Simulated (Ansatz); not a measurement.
# HfGe (model cell, started as zinc blende): phonons and vibrational spectra

Wanted: phonon frequencies of HfGe (model cell, started as zinc blende) and what follows from them.

Method: DFT PBEsol, scalar-relativistic, plane waves, PAW, in Ansatz 0.2.0.

Most raw output is cut from this account.

The structure was built from a prototype and need not be the compound's stable phase.

### Step 1. The structure

The structure is cubic, space group F-43m (No. 216). The conventional cell has a = 5.883 Å, b = 5.883 Å, c = 5.883 Å, α = 90.00°, β = 90.00°, γ = 90.00°. Nearest to Hf lie 4 Ge at 2.55 Å. Nearest to Ge lie 4 Hf at 2.55 Å. Farther neighbours are not listed.

### Step 2. Relaxation, k-mesh 12×12×12, smearing width 0.1 eV

The cell and atoms are relaxed, since residual forces and stress would shift the frequencies.

Contents of input.yaml:

```yaml
crystal:
  lattice:
    - [0.0, 2.94148, 2.94148]
    - [2.94148, 0.0, 2.94148]
    - [2.94148, 2.94148, 0.0]
  atoms:
    - { symbol: Hf, position: [0.0, 0.0, 0.0] }
    - { symbol: Ge, position: [0.25, 0.25, 0.25] }
kpoints:
  mp_grid: { grid: [12, 12, 12] }
hamiltonian:
  xc: pbesol
scf:
  occupations: { method: gaussian, width: 0.1 }
output:
  forces: true
  stress: true
  eigenvalues: true
  write_density: true
  write_potential: true
  elf: true
  volumetric_format: npy
relax:
  adjacent_minimum: "off"
  f_tol: 0.005
  max_steps: 80
  cell: { stress_tol: 0.05 }
```

The run is started by

```bash
$ ansatz run input.yaml --threads 4 --pin off --max-ram 7168MiB --backend cpu --events-out ev --progress --plain --runs-dir out
```

Elapsed: 37 s, on 4 threads of Intel Xeon 6975P-C (Granite Rapids), shared host; peak memory 0.54 GiB; 94 s of CPU time.

Step by step:

```csv
step,energy less that of the first step (eV),largest force component (eV/Å),pressure (GPa),volume (Å³)
1,0.0000,0.0000,5.48,50.90
2,-0.0514,0.0000,-1.64,55.92
3,-0.0586,0.0000,-0.15,54.68
4,-0.0587,0.0000,0.01,54.56
5*,-0.0594,0.0000,0.01,54.56
```

Relaxation steps marked * repeat the geometry before them on a plane-wave basis chosen anew for their cell, so energy and pressure can jump there.

Forces are held to the 24 operations that the run works with; a distortion that breaks them can't arise in this run.

```csv
"conventional cell, symmetrised",before,after,change
a (Å),5.883,6.021,+2.3 %
b (Å),5.883,6.021,+2.3 %
c (Å),5.883,6.021,+2.3 %
volume (Å³/atom),25.45,27.28,+7.2 %
```

The relaxed structure:

```xyz
2
Lattice="0.0000 3.0103 3.0103 3.0103 0.0000 3.0103 3.0103 3.0103 0.0000" Properties=species:S:1:pos:R:3 pbc="T T T"
Hf    0.0000    0.0000    0.0000
Ge    1.5052    1.5052    1.5052
```

Numbers from this step:

* pressure: 0.008687 GPa
* volume per atom: 27.28 Å³
* gap on the k-mesh: 0.07712 eV
* direct gap on mesh: 0.07712 eV

ELF in the ac plane of a cell with a along [110], b along [-110] and c along [001] of the cube at fractional y = 0.000, with atoms of Hf and Ge within 0.2 Å of it. It is the smooth field of the valence electrons, not physical close to the nuclei.

Ten even steps from '_' (0.02) to '@' (0.83), each cell a mean:
```
@@@@++--**######==--##@@@@@@++--**######==--##@@
%%**--++**++++****====##%%**--++**++++****====##
::::==**==::..--****--::::::==**==::..--****--::
__--****--____..++##==..__--****--____..++##==..
..==##++--____::==**++::..==##++--____::==**++::
..--****++----==++**==....--****++----==++**==..
__..==************++::____..==************++::__
____::==**######++--..______::==**######++--..__
______::--++++==::..__________::--++++==::..____
______....::::....____________....::::....______
........________................________........
........________................________........
________________________________________________
++--..____....______::==++--..____....______::==
@@%%++....----::__::##@@@@%%++....----::__::##@@
@@@@**::--**##++::--@@@@@@@@**::--**##++::--@@@@
```
Columns run along a (8.5 Å), rows up along c (6.0 Å), edges of the conventional cell, whose origin can differ from the input's. Atoms in or near the plane, at fractional coordinates: Hf at (0.50, 0.00), Hf at (0.00, 0.00), Ge at (0.75, 0.75), Ge at (0.25, 0.75).

Valence density in the ac plane of a cell with a along [110], b along [-110] and c along [001] of the cube at fractional y = 0.000, with atoms of Hf and Ge within 0.2 Å of it. It is the smooth field of the valence electrons, not physical close to the nuclei.

Ten steps, logarithmic in the rise over the least value, from '_' (0 e/Å³) to '@' (36 e/Å³), each cell a mean:
```
@@##==............::++%%@@##==............::++%%
**==::....::::......--++**==::....::::......--++
::......::++**==::....::::......::++**==::....::
____....==%%@@**::..________....==%%@@**::..____
______..--##%%++::..__________..--##%%++::..____
______..::--==::..____________..::--==::..______
________........________________........________
________________________________________________
________________________________________________
________________________________________________
________________________________________________
________________________________________________
________________________________________________
==::..______________::--==::..______________::--
##**--____________..==####**--____________..==##
@@##==..__________::**@@@@##==..__________::**@@
```
Columns run along a (8.5 Å), rows up along c (6.0 Å), edges of the conventional cell, whose origin can differ from the input's. Atoms in or near the plane, at fractional coordinates: Hf at (0.50, 0.00), Hf at (0.00, 0.00), Ge at (0.75, 0.75), Ge at (0.25, 0.75).

Electrostatic potential energy in the ac plane of a cell with a along [110], b along [-110] and c along [001] of the cube at fractional y = 0.000, with atoms of Hf and Ge within 0.2 Å of it. With pseudopotentials it is smooth inside the atoms' cores, unlike the true potential.

Ten even steps from '0' (-31 eV) to '9' (15 eV), each cell a mean:
```
003788888510003788888510
025775567741025775567741
567742136776567742136776
888620014888888620014888
999730015899999730015899
999853347999999853347999
999987789999999987789999
999999999999999999999999
999999999999999999999999
999999999999999999999999
999999999999999999999999
999999999999999999999999
788999999887788999999887
357899998763357899998763
014799998620014799998620
102789998500102789998500
```
Columns run along a (8.5 Å; values clipped at the 3rd and 97th percentile), rows up along c (6.0 Å), edges of the conventional cell, whose origin can differ from the input's. Atoms in or near the plane, at fractional coordinates: Hf at (0.50, 0.00), Hf at (0.00, 0.00), Ge at (0.75, 0.75), Ge at (0.25, 0.75).

In this step the volume went from 25.45 to 27.28 Å³/atom.

### Step 3. Relaxation, k-mesh 10×10×10, smearing width 0.01 eV

The relaxation is repeated from its end, on the mesh and smearing that suit the cell and gap now reached.

input.yaml, the sections that differ from step 2:

```yaml
crystal:
  lattice:
    - [0.0, 3.0103292856, 3.0103292856]
    - [3.0103292856, 0.0, 3.0103292856]
    - [3.0103292856, 3.0103292856, 0.0]
  atoms:
    - { symbol: Hf, position: [0.0, 0.0, 0.0] }
    - { symbol: Ge, position: [0.25, 0.25, 0.25] }
kpoints:
  mp_grid: { grid: [10, 10, 10] }
scf:
  occupations: { method: gaussian, width: 0.01 }
output:
  forces: true
  stress: true
  eigenvalues: true
# hamiltonian, relax: as in step 2
```

Wall time 7.2 s (4 threads); peak memory 0.47 GiB.

Little changed from the start: no atom moved by 0.005 Å and no cell edge by 0.1 %.

This step gave:

| Quantity | Value |
| --- | --- |
| pressure | 0.02446 GPa |
| gap on the k-mesh | 0.07564 eV |
| direct gap on mesh | 0.07564 eV |

In this step the volume went from 27.28 to 27.28 Å³/atom.

### Step 4. Relaxing to small forces for the phonons

Phonons need a cell at rest on their own settings, so the relaxation is repeated with tight tolerances on forces and stress, using the mesh and the filling of the phonon run that follows.

input.yaml, the sections that differ from step 3:

```yaml
kpoints:
  mp_grid: { grid: [12, 12, 12] }
relax:
  adjacent_minimum: "off"
  f_tol: 0.001
  max_steps: 60
  cell: { stress_tol: 0.01 }
# crystal, hamiltonian, scf, output: as in step 3
```

It took 24 s on 4 threads; peak memory 0.51 GiB.

Little changed from the start: no atom moved by 0.005 Å and no cell edge by 0.1 %.

This step gave:

```
pressure           : 7.04e-5 GPa
volume per atom    : 27.29 Å³
gap on the k-mesh  : 0.07647 eV
direct gap on mesh : 0.07647 eV
```

The forces vanish by symmetry and the pressure is 0.000 GPa, within the tolerances set. The cell now holds 27.29 Å³/atom.

### Step 5. The dispersion

Stability and thermal properties need the whole zone. Linear response on a 4×4×4 q mesh gives force constants as far as a supercell of that size would.

Contents of input.yaml:

```yaml
crystal:
  lattice:
    - [0.0, 3.0106617455, 3.0106617455]
    - [3.0106617455, 0.0, 3.0106617455]
    - [3.0106617455, 3.0106617455, 0.0]
  atoms:
    - { symbol: Hf, position: [0.0, 0.0, 0.0] }
    - { symbol: Ge, position: [0.25, 0.25, 0.25] }
kpoints:
  mp_grid: { grid: [12, 12, 12] }
hamiltonian:
  xc: pbesol
scf:
  occupations: { method: gaussian, width: 0.01 }
output:
  eigenvalues: true
phonons:
  method: dfpt
  qmesh: [4, 4, 4]
  temperatures: { t_max: 1000, t_step: 50 }
  qpath:
    path:
      - [[0.0, 0.0, 0.0], [-0.5, -0.5, 0.0], [-0.375, -0.375, 0.25]]
      - [[-0.375, 0.0, 0.375], [0.0, 0.0, 0.0], [0.0, 0.0, 0.5], [-0.5, -0.25, 0.25], [-0.5, -0.5, 0.0]]
    npoints: 10
```

Elapsed: 14 min, on 4 threads; peak memory 4.5 GiB.

Numbers from this step:

* sum-rule residual before enforcement: 4.76e-6 eV/Å²
* miss of the charge sum rule: 0.001045 e
* estimated error of the dielectric tensor: 0.1811
* estimated error of the Born charges: 0.03062 e
* lowest frequency on the path: -19.51 cm⁻¹
* point group: -43m
* highest frequency on the path or at a solved wavevector: 228.9 cm⁻¹
* highest optical mode at the zone centre (no LO-TO term): 203.5 cm⁻¹
* lowest optical zone-centre mode: 203.5 cm⁻¹
* mean high-frequency dielectric constant: 47.86
* largest Born charge (third of the trace): 5.215 e
* top of the zone-centre spectrum with the field: 226.6 cm⁻¹
* lowest mode on the q mesh (acoustic modes at Γ apart): -13.27 cm⁻¹

Optical modes at the zone centre, without and with the macroscopic field of the longitudinal modes; each column is sorted by frequency, so a row need not hold one and the same mode. Modes with and without the field, by row:

```csv
rank among optical modes,no field (cm⁻¹),"q along (1, 0, 0) (cm⁻¹)"
1,203.5,203.5
2,203.5,203.5
3,203.5,226.6
```

Born charge (rows field, columns displacement) (e), principal values of the symmetric part by kind of site:

```csv
atom,atoms with these values,low,middle,high,mean
Hf1,1,5.22,5.22,5.22,5.22
Ge2,1,-5.22,-5.22,-5.22,-5.22
```

In full for Ge2:

```
-5.22  0.00  0.00
 0.00 -5.22  0.00
 0.00  0.00 -5.22
```

High-frequency dielectric tensor:

```
47.86  0.00  0.00
 0.00 47.86  0.00
 0.00  0.00 47.86
```

Transverse modes. Lines of the infrared spectrum (strongest = 100):

```csv
position (cm⁻¹),label,relative intensity
204,T2,100
```

Frequencies (cm⁻¹) solved at each irreducible wavevector; negative means imaginary. Frequencies by wavevector, by row:

```csv
q in reciprocal lattice units,star,mode 1,mode 2,mode 3,mode 4,mode 5,mode 6
0 0 0,1,0,0,0,203.5,203.5,203.5
0 0 0.25,8,-13.3,-13.3,69.2,206.5,206.5,225.6
0 0 -0.5,4,5.6,5.6,101.4,207.2,207.2,211
0 0.25 0.25,6,-13,-13,75.1,202.2,202.2,224.4
0 0.25 -0.5,24,5,8.6,111.6,198.8,200.9,205.1
0 0.25 -0.25,12,-13.2,19.8,101.5,200.8,204,211.3
0 -0.5 -0.5,3,-6.7,-6.7,127.8,191.4,193.8,193.8
0.25 -0.5 -0.25,6,-11.8,7.2,122.7,191.4,197.1,198.1
```

Interpolated from a 4×4×4 q mesh, with the LO-TO term (at Γ the limit along the path; where Γ stands inside the path, tables give the limit on arrival). Phonon branches along the path, in cm⁻¹:

```csv
point,branch 1,branch 2,branch 3,branch 4,branch 5,branch 6
Γ,0,0,0,204,204,227
halfway,-13,-13,75,202,202,224
X,-7,-7,128,191,194,194
halfway,-8,-6,126,193,194,195
U,-9,-8,122,194,197,198
jump to K,-9,-8,122,194,197,198
halfway,-18,22,80,204,206,221
Γ,0,0,0,204,204,227
halfway,-13,-13,69,206,206,226
L,6,6,101,207,207,211
halfway,-3,10,112,199,203,205
W,-12,7,123,191,197,198
halfway,-9,4,125,193,194,197
X,-7,-7,128,191,194,194
```

The phonon density of states has structure finer than the step of the table below, so its rows give means over 10 cm⁻¹, whole bins alone (the curve runs from -19 to 229 cm⁻¹). Peaks (cm⁻¹: height): -7.0: 0.0935, 11.0: 0.0786, 205.0: 0.279.

Tetrahedra on a 20×20×20 mesh, mean over bins of 2 cm-1. Interpolated from a 4×4×4 q mesh. Phonon density of states against wavenumber; means over each step:

```csv
wavenumber (cm⁻¹),phonon density of states (1/cm⁻¹/cell)
-10,0.0691
0,0.0430
10,0.0620
20,0.0157
30,7.5e-4
40,0.00135
50,0.00213
60,0.00315
70,0.00455
80,0.00660
90,0.0101
100,0.0193
110,0.0250
120,0.0249
130,0.00178
140,0
150,0
160,0
170,0
180,0
190,0.0216
200,0.175
210,0.0740
220,0.0200
```

The partial phonon density of states has structure finer than the step of the table below, so its rows give means over 10 cm⁻¹, whole bins alone (the curve runs from -29.1 to 246 cm⁻¹). Peaks (cm⁻¹: height): Ge -6.7: 0.0272, 204.1: 0.156; Hf -8.4: 0.06, 8.9: 0.0510, 119.4: 0.0259, 204.1: 0.0593.

Phonopy on the run's constants, 17x17x17 mesh, Gaussian sigma 2.0 cm-1. Interpolated from a 4×4×4 q mesh. The partial phonon density of states by wavenumber; means over each step; values in 1/cm⁻¹/cell:

```csv
wavenumber (cm⁻¹),Ge,Hf
-20,0.00384,0.00853
-10,0.0216,0.0476
0,0.0124,0.0267
10,0.0193,0.0425
20,0.00533,0.0126
30,2.6e-4,6.6e-4
40,3.9e-4,0.00103
50,5.9e-4,0.00159
60,7.9e-4,0.00224
70,0.00112,0.00339
80,0.00154,0.00515
90,0.00207,0.00805
100,0.00315,0.0159
110,0.00290,0.0220
120,0.00116,0.0228
130,3.9e-5,0.00289
140,0,0
150,0,0
160,0,0
170,0,0
180,8.5e-7,0
190,0.0193,0.00665
200,0.122,0.0439
210,0.0593,0.0188
220,0.0161,0.00445
230,0.00711,0.00251
240,2.9e-6,1.6e-6
```

Second derivatives of the energy by pair, one row for each kind of neighbour of each atom listed. Each entry sums the pair over the periodic images of the supercell that the q mesh stands for, and in a polar crystal it holds the long-range dipole part too. Force constants by pair, by row:

```csv
atom,neighbour,distance (Å),third of the trace (eV/Å²),along the pair's line (eV/Å²)
Hf1,itself,0,8.983,–
Hf1,Ge,2.607,-2.142,-6.117
Hf1,Hf,4.258,0.0219,-0.1863
Hf1,Ge,4.993,-0.0408,0.1522
Hf1,Hf,6.021,-0.083,-0.2743
Hf1,Ge,6.562,0.0502,0.115
Hf1,Hf,7.375,-0.0296,-0.0859
Ge2,itself,0,8.409,–
Ge2,Hf,2.607,-2.142,-6.117
Ge2,Ge,4.258,0.0414,-0.3816
Ge2,Hf,4.993,-0.0408,0.1522
Ge2,Ge,6.021,-0.062,-0.1246
Ge2,Hf,6.562,0.0502,0.115
Ge2,Ge,7.375,-0.0147,-0.0736
```

Symmetry leaves 8 wavevectors to solve. The lowest mode among them, the acoustic zeros apart, lies at q = (0, 0, 0.25) and is imaginary, 13.3i cm⁻¹, so the energy falls along it. Between them the interpolated path dips to 20i cm⁻¹.

### Step 6. Results

```yaml
space_group_after_relaxation_within_0p01_a: F-43m
volume_per_atom: 27.3 Å³
gap_on_the_k_mesh: 0.0765 eV
highest_optical_mode_at_the_zone_centre_no_lo_to_term: 204 cm⁻¹
top_of_the_zone_centre_spectrum_with_the_field: 227 cm⁻¹
lowest_optical_zone_centre_mode: 204 cm⁻¹
mean_high_frequency_dielectric_constant: 47.9
largest_born_charge_third_of_the_trace: 5.22 e
lowest_mode_on_the_q_mesh_acoustic_modes_at_gamma_apart: -13.3 cm⁻¹
highest_frequency_on_the_path_or_at_a_solved_wavevector: 229 cm⁻¹
imaginary_modes_on_the_4x4x4_q_mesh: yes
```

**Reading.** Modes are clearly imaginary (beyond 10i cm⁻¹) at 4 of the 8 irreducible wavevectors, most at q = (0, 0, 0.25) (13.3i cm⁻¹), so this structure is not a minimum of the energy. Without the field, the optical modes at Γ form one degenerate level at 204 cm⁻¹. With the macroscopic field of the longitudinal modes the top of the zone-centre spectrum lies at 227 cm⁻¹, against 204 cm⁻¹ without it. The strongest infrared line is at 204 cm⁻¹. The program warns that the interpolation holds no quadrupole term, so branches close to Γ can be off in this crystal. So large a dielectric constant goes with a nearly closed gap, and the tensors of the field response are rough. Spin-orbit coupling is left out, which can matter for the heavy elements here. The starting cell was built on a prototype and not taken from a measurement, so the phase need not exist. These are harmonic frequencies at zero temperature: anharmonic shifts, linewidths and thermal expansion are left out.

[Logs are printed without paths, hosts, clocks, repeated set-up lines and the standing remarks that a program may print on its own settings, such as how far it seeks lower states.]

[Hosts, paths, dates, database ids (printed as entryN), source tags and the programs' standing remarks are cut or masked in the printed files.]
